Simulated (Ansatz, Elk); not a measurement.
# Bonding as seen by X-rays: YGa2Cu2C, part 2 of 2

The structure of YGa2Cu2C used here is made up (a known structure type with other elements) and was relaxed beforehand with PBEsol. The aim is the Fourier transform of its all-electron density, F(hkl), set beside the sum over free spherical atoms that refinements use.

Elk 11.2.3 (patched build); all-electron DFT.

So far: The structure; Ground state and structure factors; The highest occupied states alone.

The structure was built from a prototype and need not be the compound's stable phase.

### 4. Another try

Level of this step: DFT, PBE, all-electron APW+lo, Dirac cores, scalar-relativistic bands, static density, no spin (Elk).

In this try the input is made faulty on purpose, to show what that does.

The input is changed as shown.

Input file elk.in:

```
tasks
  0
  195

xctype
  20

spinpol
  .false.

rgkmax
  3.5

gmaxvr
  14.0

lmaxo
  7

lmaxapw
  8

swidth
  0.002

tshift
  .false.

ramdisk
  .false.

hmaxvr
  5.5

maxscl
  60

epspot
  1e-06

sppath
  './'

avec
  -3.37436347550 3.37436347550 13.53494779055
  3.37436347550 -3.37436347550 13.53494779055
  3.37436347550 3.37436347550 -13.53494779055

atoms
  4
  'Y.in'
  1
  0.5000000000 0.5000000000 -0.0000000000   0.000000 0.000000 0.000000
  'Ga.in'
  2
  0.8663109011 0.8663109011 -0.0000000000   0.000000 0.000000 0.000000
  0.1336890989 0.1336890989 -0.0000000000   0.000000 0.000000 0.000000
  'Cu.in'
  2
  0.2500000000 0.7500000000 0.5000000000   0.000000 0.000000 0.000000
  0.7500000000 0.2500000000 0.5000000000   0.000000 0.000000 0.000000
  'C.in'
  1
  -0.0000000000 -0.0000000000 -0.0000000000   0.000000 0.000000 0.000000

ngridk
  9 9 9
```

Command:

```
$ OMP_NUM_THREADS=4 elk
```

Numbers of over 12 decimals in the logs are rounded to 6 here.

What it wrote:

```text
┌─────────────────────────┐
│ Elk code version 11.2.3 │
└─────────────────────────┘

All units are atomic (Hartree, Bohr, etc.)

┌─────────────────────────────────────────────────┐
│ Ground-state run starting from atomic densities │
└─────────────────────────────────────────────────┘

Lattice vectors :
  -3.374363476       3.374363476       13.53494779
   3.374363476      -3.374363476       13.53494779
   3.374363476       3.374363476      -13.53494779

Reciprocal lattice vectors :
 -0.1631557588E-16  0.9310178576      0.2321096987
[...]
atom 2                    :    28.11786943     (  0.2047930067E-03)
  species : 4 (C)
   atom 1                    :    4.047722288     (  0.3673447428E-04)
 total in muffin-tins        :    154.9406889
 total calculated charge     :    164.9886857
 total charge                :    165.0000000
 error                       :   0.1131432100E-01

┌──────────────────────────────┐
│ Self-consistent loop stopped │
└──────────────────────────────┘

Warning : core states of species 2 leak from the muffin-tin :   0.5568934846E-02

Warning : core states of species 3 leak from the muffin-tin :   0.2047930067E-03

Wrote STATE.OUT
[key lines of the parts left out:]
total energy                :     -10620.075860548
```

It took 86 s on 4 threads of Arm Neoverse V1, shared host; peak memory 0.23 GiB; 4.7 min of CPU time.

The run finished. A setting was moved off its sound value on purpose, so it serves as a test and not as the result.

The fault put into the input: a cutoff far too low.

Its structure factors differ from the first run's by R = 0.3 %.

### 5. Another functional

The difference from free atoms is small, so it is set against the change that LDA (Perdew-Wang) makes.

Edit elk.in of step 4 so:

```diff
@@ -5,3 +5,3 @@
 xctype
-  20
+  3
 
@@ -11,3 +11,3 @@
 rgkmax
-  3.5
+  7.0
 
@@ -35,3 +35,3 @@
 maxscl
-  60
+  120
```

Command:

```
$ OMP_NUM_THREADS=4 elk
```

What it wrote:

```text
┌─────────────────────────┐
│ Elk code version 11.2.3 │
└─────────────────────────┘

All units are atomic (Hartree, Bohr, etc.)

┌─────────────────────────────────────────────────┐
│ Ground-state run starting from atomic densities │
└─────────────────────────────────────────────────┘

Lattice vectors :
  -3.374363476       3.374363476       13.53494779
   3.374363476      -3.374363476       13.53494779
   3.374363476       3.374363476      -13.53494779

Reciprocal lattice vectors :
 -0.1631557588E-16  0.9310178576      0.2321096987
[...]
atom 2                    :    28.26037576     (  0.2037968921E-03)
  species : 4 (C)
   atom 1                    :    4.445147541     (  0.3766003060E-04)
 total in muffin-tins        :    155.8565106
 total calculated charge     :    164.9884619
 total charge                :    165.0000000
 error                       :   0.1153805774E-01

┌──────────────────────────────┐
│ Self-consistent loop stopped │
└──────────────────────────────┘

Warning : core states of species 2 leak from the muffin-tin :   0.5099291097E-02

Warning : core states of species 3 leak from the muffin-tin :   0.2037968921E-03

Wrote STATE.OUT
[key lines of the parts left out:]
total energy                :     -10607.361308026
```

It took 75 s on 4 threads; peak memory 0.21 GiB.

Against the first run R = 0.05 %; the largest change is -0.058 at 220.

### 6. Basis size

A smaller basis shows how fast F responds to it; the change is likely larger than the basis error of the first run, but doesn't show convergence.

Edit elk.in of step 5 so:

```diff
@@ -5,3 +5,3 @@
 xctype
-  3
+  20
 
@@ -11,3 +11,3 @@
 rgkmax
-  7.0
+  5.5
```

Command:

```
$ OMP_NUM_THREADS=4 elk
```

What it wrote:

```text
┌─────────────────────────┐
│ Elk code version 11.2.3 │
└─────────────────────────┘

All units are atomic (Hartree, Bohr, etc.)

┌─────────────────────────────────────────────────┐
│ Ground-state run starting from atomic densities │
└─────────────────────────────────────────────────┘

Lattice vectors :
  -3.374363476       3.374363476       13.53494779
   3.374363476      -3.374363476       13.53494779
   3.374363476       3.374363476      -13.53494779

Reciprocal lattice vectors :
 -0.1631557588E-16  0.9310178576      0.2321096987
[...]
atom 2                    :    28.22114111     (  0.1976449694E-03)
  species : 4 (C)
   atom 1                    :    4.379588163     (  0.3806857173E-04)
 total in muffin-tins        :    155.5747522
 total calculated charge     :    164.9893140
 total charge                :    165.0000000
 error                       :   0.1068598211E-01

┌──────────────────────────────┐
│ Self-consistent loop stopped │
└──────────────────────────────┘

Warning : core states of species 2 leak from the muffin-tin :   0.4998852409E-02

Warning : core states of species 3 leak from the muffin-tin :   0.1976449694E-03

Wrote STATE.OUT
[key lines of the parts left out:]
total energy                :     -10621.840113163
```

Wall time 96 s (4 threads); peak memory 0.24 GiB.

Against the first run R = 0.07 %; the largest change is +0.101 at 0 0 10.

### 7. Settings against the effect

| run | R against the first run (%) | R against neutral atoms, low angle (%) | wall time |
| --- | --- | --- | --- |
| PBE, rgkmax 7 | 0.00 | 1.22 | 2.2 min |
| LDA (Perdew-Wang) | 0.05 | 1.23 | 75 s |
| rgkmax 5.5 | 0.07 | 1.21 | 96 s |

### 8. Summary of results

- R against neutral atoms, sin θ/λ < 0.3 Å⁻¹: 1.22 %
- R against neutral atoms, 0.3 to 0.80 Å⁻¹: 0.30 %

Independent neutral atoms miss the calculated amplitudes by R = 1.22 % below 0.3 Å⁻¹ and 0.30 % from there to 0.80 Å⁻¹; by shells, 2.38 % below 0.15 Å⁻¹ (3 forms), 1.16 % 0.15 to 0.3 (11 forms), 0.35 % 0.3 to 0.45 (23 forms), 0.29 % above 0.45 (111 forms). Bonding, aspherical density and the tables' own atoms all enter these figures, and the runs don't part them. The largest change of an amplitude is -1.18 electrons, at 114. Weak lines can change much in proportion: 006 goes from 3.11 to 4.26. The window's part falls from 33.0 electrons at the origin to at most 4.92 between 0.45 and 0.80 Å⁻¹, where compact states inside the window still scatter. Below 0.3 Å⁻¹ the changes that finished (LDA (Perdew-Wang) and rgkmax 5.5) move F by R = 0.07 % at most, against the 1.22 % that separates it from free atoms. The k-mesh has no finished test. These runs have no spin, though d or f shells may be open. Part of the difference isn't bonding: the tables are fits to free atoms and ions calculated by other methods than this functional. Thermal motion, anomalous dispersion and extinction are left out.

[Logs are printed without paths, hosts, clocks, repeated set-up lines and the standing remarks that a program may print on its own settings, such as how far it seeks lower states.]

[Hosts, paths, dates, database ids (printed as entryN), source tags and the programs' standing remarks are cut or masked in the printed files.]
